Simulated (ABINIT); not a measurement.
**Quasiparticle gap of CdSe (F-43m) in ABINIT**

How does a plane-wave GW calculation on CdSe (F-43m) run from the first input to the gap?

Calculated with ABINIT 10.8.3; PBE and many-body steps on it, plane waves.

**What was measured.**

- Gap 1.69 ± 0.02 eV: direct gap from (alpha E)^2 extrapolation; spectroscopic ellipsometry; 300 K; film (fully relaxed MBE film, 304 nm) on GaAs(100) (“Band gap bowing of binary alloys: Experimental results compared to theoretical tight-binding supercell calculations for CdZnSe”, 2010, arxiv:1007.2297).

**1. The system as given**

Symmetry: F-43m, No. 216, cubic system. Conventional cell: a = 6.141 Å, b = 6.141 Å, c = 6.141 Å, α = 90.00°, β = 90.00°, γ = 90.00°. Nearest to Cd lie 4 Se at 2.66 Å. Se has 4 Cd at 2.66 Å nearest. Farther neighbours, and contacts between anions beyond the nearest, are not listed.

The cell and positions are those that the Materials Project relaxed with its own functionals (PBE, PBE+U or r2SCAN), kept fixed.

**2. Ground state**

This step: ABINIT 10.8.3; DFT, PBE with spin-orbit coupling, plane waves, norm-conserving pseudopotentials.

The ground-state density comes first.

run.abi reads:

```
acell 3*1.0 Angstrom
rprim 
  -0.000000000000 3.070271198600 3.070271198600
  3.070271198600 -0.000000000000 3.070271198600
  3.070271198600 3.070271198600 0.000000000000
ntypat 2
znucl 48 34
natom 2
typat 1 2
xred 
  0.000000000000 0.000000000000 0.000000000000
  0.750000000000 0.750000000000 0.750000000000
pp_dirpath "pseudos"
pseudos "Cd.upf, Se.upf"
ecut 48
nspinor 2
ngkpt 4 4 4
nshiftk 1
shiftk 0 0 0
kptopt 1
chksymbreak 0
nband 54
occopt 1
tolvrs 1e-10
nstep 60
prtwf 0
optforces 0
optstress 0
indata_prefix "in"
outdata_prefix "out"
tmpdata_prefix "tmp"
```

Command:

```
> OMP_NUM_THREADS=1 mpirun -n 8 abinit run.abi > log
```

Log:

```text
.Version 10.8.3 of ABINIT. v10.8.2 released Aug 2026.

 Symmetries : space group F-4 3 m (#216); Bravais cF (face-center cubic)
================================================================================
 Values of the parameters that define the memory need of the present run
     intxc =       0    ionmov =       0      iscf =       7    lmnmax =      17
     lnmax =      17     mgfft =      54  mpssoang =       5    mqgrid =    3001
     natom =       2  nloc_mem =       1    nspden =       1   nspinor =       2
    nsppol =       1      nsym =      24    n1xccc =    2501    ntypat =       2
    occopt =       1   xclevel =       2
-    mband =          54        mffmem =           1         mkmem =           1
       mpw =        6230          nfft =      157464          nkpt =           8
================================================================================
  Rough estimation (10% accuracy) of disk space for files :
================================================================================

--------------------------------------------------------------------------------
------------- Echo of variables that govern the present computation ------------
--------------------------------------------------------------------------------
 -outvars: echo values of preprocessed input variables --------
            acell      1.8897261259E+00  1.8897261259E+00  1.8897261259E+00 Bohr

      chksymbreak           0
             ecut      4.80000000E+01 Hartree
-          fftalg         312

              ixc     -101130
              kpt      0.00000000E+00  0.00000000E+00  0.00000000E+00
                       2.50000000E-01  0.00000000E+00  0.00000000E+00
                       5.00000000E-01  0.00000000E+00  0.00000000E+00
                       2.50000000E-01  2.50000000E-01  0.00000000E+00
                       5.00000000E-01  2.50000000E-01  0.00000000E+00
                      -2.50000000E-01  2.50000000E-01  0.00000000E+00
                       5.00000000E-01  5.00000000E-01  0.00000000E+00
                      -2.50000000E-01  5.00000000E-01  2.50000000E-01
         kptrlatt        4    0    0      0    4    0      0    0    4
          kptrlen      3.28209083E+01
P           mkmem           1
            natom           2
            nband          54
            ngfft          54      54      54
             nkpt           8
          nspinor           2
            nstep          60
             nsym          24
           ntypat           2
              occ      1.000000  1.000000  1.000000  1.000000  1.000000  1.000000
                       1.000000  1.000000  1.000000  1.000000  1.000000  1.000000
                       1.000000  1.000000  1.000000  1.000000  1.000000  1.000000
                       1.000000  1.000000  1.000000  1.000000  1.000000  1.000000
                       1.000000  1.000000  1.000000  1.000000  1.000000  1.000000
                       1.000000  1.000000  1.000000  1.000000  1.000000  1.000000
                       1.000000  1.000000  1.000000  1.000000  1.000000  1.000000
                       1.000000  1.000000  0.000000  0.000000  0.000000  0.000000
                       0.000000  0.000000  0.000000  0.000000  0.000000  0.000000
        optforces           0
        optstress           0
            prtwf           0
            rprim     -0.0000000000E+00  3.0702711986E+00  3.0702711986E+00
                       3.0702711986E+00 -0.0000000000E+00  3.0702711986E+00
                       3.0702711986E+00  3.0702711986E+00  0.0000000000E+00
          spgroup         216

           tolvrs      1.00000000E-10

             xred      0.0000000000E+00  0.0000000000E+00  0.0000000000E+00
                       7.5000000000E-01  7.5000000000E-01  7.5000000000E-01
            znucl       48.00000   34.00000

================================================================================

 chkinp: Checking input parameters for consistency.

================================================================================
== DATASET  1 ==================================================================
-   mpi_nproc: 8, omp_nthreads: 1 (-1 if OMP is not activated)

--- !DatasetInfo
iteration_state: {dtset: 1, }
dimensions: {natom: 2, nkpt: 8, mband: 54, nsppol: 1, nspinor: 2, nspden: 1, mpw: 6230, }
cutoff_energies: {ecut:  48.0, pawecutdg:  -1.0, }
electrons: {nelect:   4.40000000E+01, charge:   0.00000000E+00, occopt:   1.00000000E+00, tsmear:   1.00000000E-02, }

 Real(R)+Recip(G) space primitive vectors, cartesian coordinates (Bohr,Bohr^-1):
 R(1)=  0.0000000  5.8019717  5.8019717  G(1)= -0.0861776  0.0861776  0.0861776
 R(2)=  5.8019717  0.0000000  5.8019717  G(2)=  0.0861776 -0.0861776  0.0861776
 R(3)=  5.8019717  5.8019717  0.0000000  G(3)=  0.0861776  0.0861776 -0.0861776
 Unit cell volume ucvol=  3.9062210E+02 bohr^3
 Angles (23,13,12)=  6.00000000E+01  6.00000000E+01  6.00000000E+01 degrees

 getcut: wavevector=  0.0000  0.0000  0.0000  ngfft=  54  54  54
         ecut(hartree)=     48.000   => boxcut(ratio)=   2.11089

--- Pseudopotential description ------------------------------------------------
- Cd Generated using ONCVPSP code by D. R. Hamann
- 48.00000  20.00000  180506                  znucl, zion, pspdat
12 -101130 2 -1 1368                          pspcod,pspxc,lmax,lloc,mmax
     nproj     2     4     3     0
     spin-orbit psp
        nprojso     4     4     0
  pspatm : epsatm=   19.69138377
         --- l  ekb(1:nproj) -->
[...]
1   10.220045    1.188432    0.002515    0.000023
             2    0.803919    0.094593    0.001041
  spin-orbit 1    0.533557   -0.383785    0.029453   -0.000471
  spin-orbit 2    0.059854   -0.007939    0.006429   -0.000190
 pspatm: atomic psp has been read  and splines computed

- Se Generated using ONCVPSP code by D. R. Hamann
- 34.00000  24.00000  180506                  znucl, zion, pspdat
12 -101130 2 -1 1214                          pspcod,pspxc,lmax,lloc,mmax
     nproj     2     2     2     0
     spin-orbit psp
        nprojso     4     3     0
  pspatm : epsatm=   25.40007005
         --- l  ekb(1:nproj) -->
[...]
2  -10.023456   -4.446239
  spin-orbit 1    0.229742    0.110085   -0.000668   -0.000080
  spin-orbit 2    0.019957    0.015212   -0.000061
 pspatm: atomic psp has been read  and splines computed

   1.98402397E+03                                ecore*ucvol(ha*bohr**3)
--------------------------------------------------------------------------------

_setup2: Arith. and geom. avg. npw (full set) are    6205.203    6205.180

================================================================================

--- !BeginCycle
iteration_state: {dtset: 1, }
solver: {iscf: 7, nstep: 60, nline: 4, wfoptalg: 0, }
tolerances: {tolvrs: 1.00E-10, }

     iter   Etot(hartree)      deltaE(h)  residm     vres2
 ETOT  1  -511.74962406448    -5.117E+02 1.732E+00 6.468E+02
 ETOT  2  -513.34998953110    -1.600E+00 4.891E-02 4.995E+02
 ETOT  3  -513.40415874712    -5.417E-02 2.025E-03 2.315E+01
 ETOT  4  -513.40523893969    -1.080E-03 1.426E-04 6.451E+00
 ETOT  5  -513.40575875989    -5.198E-04 3.011E-05 1.053E-01
 ETOT  6  -513.40576627019    -7.510E-06 1.115E-05 1.064E-02
 ETOT  7  -513.40576723394    -9.638E-07 2.273E-05 1.065E-03
 ETOT  8  -513.40576730434    -7.040E-08 1.018E-05 4.953E-05
 ETOT  9  -513.40576730826    -3.920E-09 2.082E-05 1.513E-05
 ETOT 10  -513.40576730958    -1.324E-09 8.892E-06 1.790E-08
 ETOT 11  -513.40576730958     4.661E-12 1.888E-05 1.225E-09
 ETOT 12  -513.40576730956     2.024E-11 8.681E-06 1.818E-10
 ETOT 13  -513.40576730955     2.728E-12 1.856E-05 5.183E-12

 At SCF step   13       vres2   =  5.18E-12 < tolvrs=  1.00E-10 =>converged.

--- !ResultsGS
iteration_state: {dtset: 1, }
comment   : Summary of ground state results
lattice_vectors:
- [ -0.0000000,   5.8019717,   5.8019717, ]
- [  5.8019717,  -0.0000000,   5.8019717, ]
- [  5.8019717,   5.8019717,   0.0000000, ]
lattice_lengths: [   8.20523,    8.20523,    8.20523, ]
lattice_angles: [ 60.000,  60.000,  60.000, ] # degrees, (23, 13, 12)
lattice_volume:   3.9062210E+02
convergence: {deltae:  2.728E-12, res2:  5.183E-12, residm:  1.856E-05, diffor:  0.000E+00, }
etotal    :  -5.13405767E+02
entropy   :   0.00000000E+00
fermie    :   1.72137413E-01
cartesian_stress_tensor: null
pressure_GPa: null
xred      :
- [  0.0000E+00,   0.0000E+00,   0.0000E+00, Cd]
- [  7.5000E-01,   7.5000E-01,   7.5000E-01, Se]
cartesian_forces: null
force_length_stats: {min: null, max: null, mean: null, }

 Integrated electronic density in atomic spheres:
 ------------------------------------------------
 Atom  Sphere_radius  Integrated_density
    1        2.00000         17.16866578
    2        2.00000         21.23972854
================================================================================

 ----iterations are completed or convergence reached----

 Mean square residual over all n,k,spin=   82.221E-09; max=  18.562E-06
 reduced coordinates (array xred) for    2 atoms
       0.000000      0.000000      0.000000
       0.750000      0.750000      0.750000
 rms dE/dt=  0.0000E+00; max dE/dt=  0.0000E+00; dE/dt below (all hartree)
    1       0.000000      0.000000      0.000000
    2       0.000000      0.000000      0.000000

 cartesian coordinates (angstrom) at end:
    1      0.000000     0.000000     0.000000
    2      4.605407     4.605407     4.605407
 length scales=  1.889726  1.889726  1.889726 bohr
              =  1.000000  1.000000  1.000000 angstroms
 prteigrs : about to open file out_EIG
 Fermi (or HOMO) energy (hartree) =   0.17214   Average Vxc (hartree)=  -0.33735
 Eigenvalues (hartree) for nkpt=   8  k points:
 kpt#   1, nband= 54, wtk=  0.01563, kpt=  0.0000  0.0000  0.0000 (reduced coord)
  -7.43518   -7.43518   -5.35749   -5.35749   -5.14170   -5.14170   -5.14170   -5.14170
  -3.56605   -3.56605   -2.28342   -2.28342   -2.06955   -2.06955   -2.06955   -2.06955
  -1.56359   -1.56359   -1.56359   -1.56359   -1.53079   -1.53079   -1.53072   -1.53072
  -1.53072   -1.53072   -0.28903   -0.28903   -0.13203   -0.13203   -0.13203   -0.13203
  -0.11262   -0.11262   -0.10275   -0.10275   -0.10275   -0.10275    0.15883    0.15883
   0.17214    0.17214    0.17214    0.17214    0.18744    0.18744    0.37531    0.37531
   0.39011    0.39011    0.39011    0.39011    0.52288    0.52288
 prteigrs : prtvol=0 or 1, do not print more k-points.

--- !EnergyTerms
iteration_state     : {dtset: 1, }
comment             : Components of total free energy in Hartree
kinetic             :  2.080162E+02
hartree             :  2.116004E+02
xc                  : -5.302968E+01
Ewald energy        : -2.259871E+02
psp_core            :  5.079139E+00
local_psp           : -5.827655E+02
non_local_psp       : -7.631924E+01
total_energy        : -5.134058E+02
total_energy_eV     : -1.397048E+04
band_energy         : -8.267056E+01

== END DATASET(S) ==============================================================
================================================================================

 -outvars: echo values of variables after computation  --------
           etotal     -5.1340576731E+02
            nband          54
             nkpt           8
          spgroup         216
 [... the other variables as echoed above ...]

 Calculation completed.
```

Run time: 56 s. Hardware: 8 MPI ranks of Intel Xeon Platinum 8488C (Sapphire Rapids), shared host; peak memory 0.99 GiB.

Read from the output:

| Property | Result |
| --- | --- |
| total energy | -13970.4826 eV |
| gap | 0.4163 eV |
| k of the valence top | 0, 0, 0 |
| k of the conduction bottom | 0, 0, 0 |
| least direct gap | 0.4163 eV |

The gap is direct, at Γ.

(Part 1 of 3 ends here.)

[Long decimals in the printed logs are rounded to 6 places.]

[Logs are printed without paths, hosts, clocks, repeated set-up lines and the standing remarks that a program may print on its own settings, such as how far it seeks lower states.]

[Paths, hosts, dates, memory and timing lines, banners, echoed tables and standing remarks are left out of the program output; an Ansatz launch command may be rebuilt from the run's recorded settings. Measured values are a selection of at most five: reports struck by readers or far from the other reports are left out. None is set beside runs whose start may be inverted or whose files or cutoffs have a known fault.]

[Runs of the session that timed out or met a known fault of the program may be left out.]

[Hosts, paths, dates, database ids (printed as entryN), source tags and the programs' standing remarks are cut or masked in the printed files.]

[G0W0 gaps are taken among the corrected bands and points alone; a level outside them can change the order at an edge.]

[Where Ansatz stands beside ABINIT at settings called matched, ABINIT's density can come from a denser mesh and the files from another edition; pairs whose starting gaps differed by over 0.03 eV were left out, so agreement reads better than it is.]
